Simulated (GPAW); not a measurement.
# C K-edge XANES of rock-salt (TiC)₁₋ₓ(ZrC)ₓ at x = 0.125

What does the C K edge look like in rock-salt (TiC)₁₋ₓ(ZrC)ₓ at x = 0.125?

Calculated with GPAW 26.7.0; X-ray absorption from dipole matrix elements to empty bands, plane-wave PAW PBE.

## (1) The starting structure

The cell holds 16 atoms: 7 Ti, 8 C and 1 Zr. Its edges and angles: a = 6.186 Å, b = 6.186 Å, c = 6.186 Å, α = 60.0°, β = 60.0°, γ = 60.0°. 16-atom rock-salt cell, 1 of 8 Ti sites taken by Zr at random, lattice constants typed for the ends and interpolated (Vegard).

## (2) Relaxation

Bond lengths around the absorber set the edge shape, so the atoms are relaxed before any spectrum.

relax.py reads:

```python
import numpy as np
from ase import Atoms
from ase.parallel import parprint, paropen
from gpaw import GPAW, PW, FermiDirac, Mixer, MixerDif, setup_paths
from ase.optimize import BFGS

atoms = Atoms('TiCTiCTiCTiCTiCTiCZrCTiC',
    cell=[[0, 4.3745, 4.3745],
     [4.3745, 0, 4.3745],
     [4.3745, 4.3745, 0]],
    scaled_positions=[[0.001303, 0.001166, 0.995828],
     [0.751427, 0.25063, 0.249735],
     [0.002306, 0.99923, 0.499048],
     [0.748699, 0.249237, 0.748599],
     [0.999155, 0.501107, 0.00103],
     [0.747562, 0.746893, 0.25239],
     [0.00156, 0.498811, 0.496186],
     [0.748046, 0.749954, 0.746672],
     [0.495663, 0.000762, 0.001177],
     [0.251567, 0.251419, 0.25291],
     [0.499172, 0.000604, 0.498992],
     [0.249995, 0.248881, 0.752681],
     [0.502622, 0.497781, 0.002509],
     [0.25239, 0.749756, 0.248415],
     [0.498617, 0.504574, 0.502343],
     [0.253863, 0.746538, 0.750008]],
    pbc=True)
atoms.calc = GPAW(legacy_gpaw=True, mode=PW(500, force_complex_dtype=True), xc='PBE', setups={},
    kpts={'size': (4, 4, 4), 'gamma': True}, occupations=FermiDirac(0.08),
    charge=0, mixer=Mixer(0.1, 5, 50), maxiter=150,
    convergence={'density': 0.0001, 'eigenstates': 1e-6}, txt='relax.txt')
steps = []
opt = BFGS(atoms, logfile='-')
opt.attach(lambda: steps.append([atoms.get_potential_energy(), float(np.linalg.norm(atoms.get_forces(), axis=1).max())]))
done = opt.run(fmax=0.05, steps=30)
out = dict(done=bool(done), steps=steps, frac=atoms.get_scaled_positions().tolist())
import json
with paropen('out.json', 'w') as f:
    json.dump(out, f)
```

On the command line:

```console
$ OMP_NUM_THREADS=1 mpirun -n 4 gpaw python relax.py
```

Numbers of over 12 decimals in the logs are rounded to 6 here.

The log of the run:

```text
Input parameters:
  convergence: {density: 0.0001,
                eigenstates: 1e-06}
  kpts: {gamma: True,
         size: (4, 4, 4)}
  maxiter: 150
  mixer: {backend: pulay,
          beta: 0.1,
          method: separate,
          nmaxold: 5,
          weight: 50}
  mode: {ecut: 500.0,
         force_complex_dtype: True,
         name: pw}
  occupations: {fixmagmom: False,
                name: fermi-dirac,
[...]
Forces in eV/Ang:
[...]
14 Ti   -0.00628    0.00727    0.01078
 15 C    -0.00830    0.01577    0.00643
Step     Time          Energy          fmax
BFGS:    0 05:05:21     -140.043840        1.572705
BFGS:    1 05:06:03     -140.208481        1.000654
BFGS:    2 05:06:57     -140.322608        0.145541
BFGS:    3 05:07:22     -140.324996        0.119518
BFGS:    4 05:08:00     -140.327818        0.079787
BFGS:    5 05:08:26     -140.328440        0.036163
[key lines of the parts left out:]
Converged after 6 iterations.
Dipole moment: (0.105634, -0.162750, -0.070748) |e|*Ang
Free energy:   -140.328440
Fermi level: 10.25024
```

Run time: 5 min. Hardware: 4 MPI ranks of Arm Neoverse V2, shared host; peak memory 0.4 GiB; 20 min of CPU time.

In 5 steps the energy fell by 284 meV (energies extrapolated to zero smearing) and the largest force to 0.036 eV/Å. Atom 10 (C; the text counts from 1, the script from 0) is among those that moved most, by 0.07 Å.

## (3) The field without a hole

A plain self-consistent run shows whether there is a gap, which decides the set-up of the core-hole run.

scf.py reads:

```python
import numpy as np
from ase import Atoms
from ase.parallel import parprint, paropen
from gpaw import GPAW, PW, FermiDirac, Mixer, MixerDif, setup_paths
from gpaw.test import gen
setup_paths.insert(0, '.')
gen('C', name='nch1s', xcname='PBE', corehole=(1, 0, 0), write_xml=True)
from gpaw.mpi import world
world.barrier()

atoms = Atoms('TiCTiCTiCTiCTiCTiCZrCTiC',
    cell=[[0, 4.3745, 4.3745],
     [4.3745, 0, 4.3745],
     [4.3745, 4.3745, 0]],
    scaled_positions=[[0.0004296, 0.9995581, 0.9997077],
     [0.7561819, 0.2440955, 0.2554868],
     [0.0003048, 0.9998752, 0.4998086],
     [0.7558214, 0.2441124, 0.7442947],
     [0.0003094, 0.4998055, 0.0000934],
     [0.7500963, 0.7499377, 0.2498293],
     [0.0003891, 0.4997957, 0.499786],
     [0.7559303, 0.7556591, 0.7440644],
     [0.499978, 0.9999812, 0.000082],
     [0.2444983, 0.2442921, 0.2556287],
     [0.5004975, 0.9997448, 0.4998861],
     [0.2499497, 0.2499159, 0.7500383],
     [0.5002718, 0.4997151, 0.0000368],
     [0.2445333, 0.7555559, 0.2554108],
     [0.5001455, 0.4998288, 0.5000442],
     [0.24463, 0.7554375, 0.7443514]],
    pbc=True)
atoms.calc = calc = GPAW(legacy_gpaw=True, mode=PW(500, force_complex_dtype=True), xc='PBE', setups={1: 'nch1s'},
    kpts={'size': (4, 4, 4), 'gamma': True}, occupations=FermiDirac(0.05),
    charge=0, mixer=Mixer(0.1, 5, 50), maxiter=150,
    convergence={'density': 0.0001, 'eigenstates': 1e-6}, txt='scf.txt')
energy = atoms.get_potential_energy() + calc.get_reference_energy()
ef = calc.get_fermi_level()
out = dict(energy=energy, fermi=ef, forces=atoms.get_forces().tolist())
parprint(f'all-electron energy {energy:.4f} eV, Fermi level {ef:.4f} eV')
ev = np.array([[calc.get_eigenvalues(k, s) for k in range(len(calc.get_ibz_k_points()))] for s in range(calc.get_number_of_spins())])
out['homo'], out['lumo'], out['counts'] = ev[ev < ef].max(), ev[ev > ef].min(), sorted(set((ev < ef).sum((0, 2)).tolist()))
out['filled'] = (ev[:, 0] < ef).sum(1).tolist()
import json
with paropen('out.json', 'w') as f:
    json.dump(out, f)
```

On the command line:

```console
$ OMP_NUM_THREADS=1 mpirun -n 4 gpaw python scf.py
```

The log of the run:

```text
Input parameters:
  convergence: {density: 0.0001,
                eigenstates: 1e-06}
  kpts: {gamma: True,
         size: (4, 4, 4)}
  maxiter: 150
  mixer: {backend: pulay,
          beta: 0.1,
          method: separate,
          nmaxold: 5,
          weight: 50}
  mode: {ecut: 500.0,
         force_complex_dtype: True,
         name: pw}
  occupations: {fixmagmom: False,
                name: fermi-dirac,
                width: 0.05}
  setups: {1: nch1s}
  xc: PBE

Initialize ...

[... PAW data sets ...]

Reference energy: -268682.696204  # eV

Spin-paired calculation

[... convergence settings ...]
Symmetries present (total): 1
  [... symmetry matrices ...]

64 k-points: 4 x 4 x 4 Monkhorst-Pack grid + [1/8,1/8,1/8]
36 k-points in the irreducible part of the Brillouin zone
       k-points in crystal coordinates                weights
   0:     0.00000000    0.00000000    0.00000000          1/64
   1:     0.00000000    0.00000000    0.25000000          2/64
   2:     0.00000000    0.00000000    0.50000000          1/64
   3:     0.00000000    0.25000000   -0.25000000          2/64
   4:     0.00000000    0.25000000    0.00000000          2/64
   5:     0.00000000    0.25000000    0.25000000          2/64
   6:     0.00000000    0.25000000    0.50000000          2/64
   7:     0.00000000    0.50000000    0.00000000          1/64
   8:     0.00000000    0.50000000    0.25000000          2/64
   9:     0.00000000    0.50000000    0.50000000          1/64
          ...
  35:     0.50000000    0.50000000    0.50000000          1/64

Wave functions: Plane wave expansion
  Cutoff energy: 500.000 eV
  Number of coefficients (min, max): 4236, 4279
  Pulay-stress correction: 0.000000 eV/Ang^3 (de/decut=0.000000)
  Using FFTW library
  Wavefunction extrapolation:
    Improved wavefunction reuse through dual PAW basis

Occupation numbers: Fermi-Dirac:
  width: 0.0500  # eV

Eigensolver
   Davidson(niter=2)

Densities:
  Coarse grid: 32*32*32 grid
  Fine grid: 64*64*64 grid
  Total Charge: 0.000000

Density mixing:
  Method: separate
  Backend: pulay
  Linear mixing parameter: 0.1
  old densities: 5
  Width of damping distribution: 1.1
  Damping of long wavelength oscillations: 50

[... Hamiltonian set-up ...]
Number of atoms: 16
Number of atomic orbitals: 136
Number of bands in calculation: 81
Number of valence electrons: 128
Bands to converge: occupied

... initialized

Initializing position-dependent things.

Density initialized from atomic densities
Creating initial wave functions:
  81 bands from LCAO basis set

                      C

               C    Ti
              TiC
          C    Ti   C     Ti

        Zr    C    Ti
               C
        C     Ti
       Ti

Atomic positions and initial magnetic moments

Positions:
   0 Ti     8.745788    4.375101    4.374446    ( 0.0000,  0.0000,  0.0000)
   1 C      2.185423    4.425545    4.375713    ( 0.0000,  0.0000,  0.0000)
   2 Ti     6.560367    2.187746    4.375287    ( 0.0000,  0.0000,  0.0000)
   3 C      4.323787    6.562258    4.374210    ( 0.0000,  0.0000,  0.0000)
   4 Ti     2.186808    0.001762    2.187753    ( 0.0000,  0.0000,  0.0000)
   5 C      4.373481    4.374175    6.561899    ( 0.0000,  0.0000,  0.0000)
   6 Ti     4.372670    2.188016    2.188058    ( 0.0000,  0.0000,  0.0000)
[...]
13 C      4.422474    2.187005    4.374890    ( 0.0000,  0.0000,  0.0000)
  14 Ti     4.373944    4.375330    4.374388    ( 0.0000,  0.0000,  0.0000)
  15 C      6.560827    4.326299    4.374795    ( 0.0000,  0.0000,  0.0000)

Unit cell:
           periodic     x           y           z      points  spacing
  1. axis:    yes    0.000000    4.374500    4.374500    32     0.1579
  2. axis:    yes    4.374500    0.000000    4.374500    32     0.1579
  3. axis:    yes    4.374500    4.374500    0.000000    32     0.1579

  Lengths:   6.186477   6.186477   6.186477
  Angles:   60.000000  60.000000  60.000000

Effective grid spacing dv^(1/3) = 0.1722

iter:   1  -158.201972
iter:   2  -145.988320   -0.32  -0.89
iter:   3  -139.400238   +0.48  -1.03
iter:   4  -140.176525   -0.28  -1.60
iter:   5  -140.857133   -0.59  -1.59
iter:   6  -140.563834   -1.09  -1.56
iter:   7  -140.696847   -1.72  -1.98
iter:   8  -140.409945   -1.64  -1.88
iter:   9  -140.330463   -2.09  -2.08
iter:  10  -140.297530   -2.01  -2.25
iter:  11  -140.307685c  -2.09  -2.69
iter:  12  -140.307244c  -2.92  -2.96
iter:  13  -140.305763c  -3.65  -3.11
iter:  14  -140.305814c  -4.28  -3.25
iter:  15  -140.305805c  -5.13  -3.56
iter:  16  -140.305817c  -5.41  -3.72
iter:  17  -140.305823c  -5.64  -3.90
iter:  18  -140.305827c  -6.16c -4.36c

Converged after 18 iterations.

Dipole moment: (0.105919, -0.162565, -0.070671) |e|*Ang

Energy contributions relative to reference atoms: (reference = -268682.696204)

Kinetic:       +134.934126
Potential:     -143.691409
External:        +0.000000
XC:            -132.210001
Entropy (-ST):   -0.017154
Local:           +0.670034
SIC:             +0.000000
--------------------------
Free energy:   -140.314404
Extrapolated:  -140.305827

Showing only first 2 kpts
 Kpt  Band  Eigenvalues  Occupancy
  0    62     10.40259    0.07840
  0    63     10.40292    0.07790
  0    64     11.01335    0.00000
  0    65     11.01340    0.00000

  1    62      9.99865    1.98491
  1    63      9.99867    1.98491
  1    64     10.69044    0.00026
  1    65     10.69066    0.00026

Fermi level: 10.24263

No gap
No difference between direct/indirect transitions

Forces in eV/Ang:
  0 Ti    0.03038   -0.00836    0.00889
  1 C     0.01106   -0.03155   -0.01172
  2 Ti    0.00653   -0.00029   -0.01439
  3 C     0.02202   -0.00090    0.00702
  4 Ti   -0.00959   -0.02884   -0.01034
  5 C     0.00045    0.01275   -0.00182
  6 Ti    0.02028    0.00168   -0.01197
[...]
13 C    -0.01777    0.01552   -0.00162
 14 Ti   -0.00669   -0.00032    0.00497
 15 C    -0.00731    0.01820    0.00295
Scalar-relativistic atomic PBE calculation for C (Carbon, Z=6)
Core hole in 1s state (1s occupation: 2.0)
300 radial gridpoints.
|------------------------------------------------|
|------------------------------------------------|
[... the atom generator's iteration count ...]

Energy contributions:
-------------------------
Kinetic:      +37.662629
XC:            -5.078007
Potential:    -70.349262
-------------------------
Total:        -37.764640

state      eigenvalue         ekin         rmax
-----------------------------------------------
1s^2.0 :   -10.046298    15.958807        0.174
2s^2.0 :    -0.505334     1.651367        1.213
2p^2.0 :    -0.194204     1.221141        1.203
-----------------------------------------------
(units: Bohr and Hartree)

Generating PAW setup
Kinetic energy of the core from tauc = 31.932223
Cutoffs:
rc(s)=1.200
rc(p)=1.200
rc(d)=1.200
rc(vbar)=1.080
rc(comp)=1.200
rc(nct)=1.200

Kinetic energy of the core states: 31.917614
Charge: 0.0
Core electrons: 2.0
Valence electrons: 4.0
Pseudo-core charge: 0.031265
Shape function alpha=6.944
Pseudo-electron charge 4.035260
state    eigenvalue         norm
--------------------------------
2s(2) :    -0.505334     1.046026
*s    :     0.494666
2p(2) :    -0.194204     0.955972
*p    :     0.805796
*d    :     0.000000
--------------------------------

Diagonalizing with gridspacing h=0.050

state   all-electron     PAW
-------------------------------
2s:      -0.505334    -0.505970
2p:      -0.194204    -0.194948
*d:                    0.044948
*f:                    0.074429
-------------------------------
all-electron energy -268823.0020 eV, Fermi level 10.2426 eV
```

Wall time 91 s (4 MPI ranks); peak memory 0.4 GiB.

The mesh shows no gap, so the system is treated as a metal and the core electron is put at the Fermi level (neutral cell).

## (4) Reference energy of the cell

The photon energy needs a difference of total energies, so the cell and mesh of the coming hole run are first run without a hole.

Changes to scf.py since step 3:

```diff
@@ -32,3 +32,3 @@
 atoms.calc = calc = GPAW(legacy_gpaw=True, mode=PW(500, force_complex_dtype=True), xc='PBE', setups={1: 'nch1s'},
-    kpts={'size': (4, 4, 4), 'gamma': True}, occupations=FermiDirac(0.05),
+    kpts={'size': (4, 4, 4), 'gamma': True}, occupations=FermiDirac(0.1),
     charge=0, mixer=Mixer(0.1, 5, 50), maxiter=150,
```

The log of the run:

```text
Input parameters:
  convergence: {density: 0.0001,
                eigenstates: 1e-06}
  kpts: {gamma: True,
         size: (4, 4, 4)}
  maxiter: 150
  mixer: {backend: pulay,
          beta: 0.1,
          method: separate,
          nmaxold: 5,
          weight: 50}
  mode: {ecut: 500.0,
         force_complex_dtype: True,
         name: pw}
  occupations: {fixmagmom: False,
                name: fermi-dirac,
[...]
2s(2) :    -0.505334     1.046026
*s    :     0.494666
2p(2) :    -0.194204     0.955972
*p    :     0.805796
*d    :     0.000000
--------------------------------

Diagonalizing with gridspacing h=0.050

state   all-electron     PAW
-------------------------------
2s:      -0.505334    -0.505970
2p:      -0.194204    -0.194948
*d:                    0.044948
*f:                    0.074429
-------------------------------
all-electron energy -268822.9990 eV, Fermi level 10.2584 eV
[key lines of the parts left out:]
Converged after 20 iterations.
Dipole moment: (0.105891, -0.162508, -0.070656) |e|*Ang
Free energy:   -140.342195
Fermi level: 10.25836
```

Elapsed: 1.7 min, on 4 MPI ranks; peak memory 0.4 GiB.

Reference energy: -268822.999 eV with the cores included.

(Part 1 of 3 ends here.)

[Banner, clock and machine lines of the logs are left out without a mark of their own.]

[Logs are printed without paths, hosts, clocks, repeated set-up lines and the standing remarks that a program may print on its own settings, such as how far it seeks lower states.]

[Hosts, paths, dates, database ids (printed as entryN), source tags and the programs' standing remarks are cut or masked in the printed files.]

[Lists of maxima count a maximum above −3 eV only where it reaches 4 % of the highest in the window and stands out from its surroundings by 2 % of it (1.5 % where it reaches 55 %); shoulders and weaker maxima are passed over, and of the rest the first, up to two pre-edge ones and the few strongest are named.]
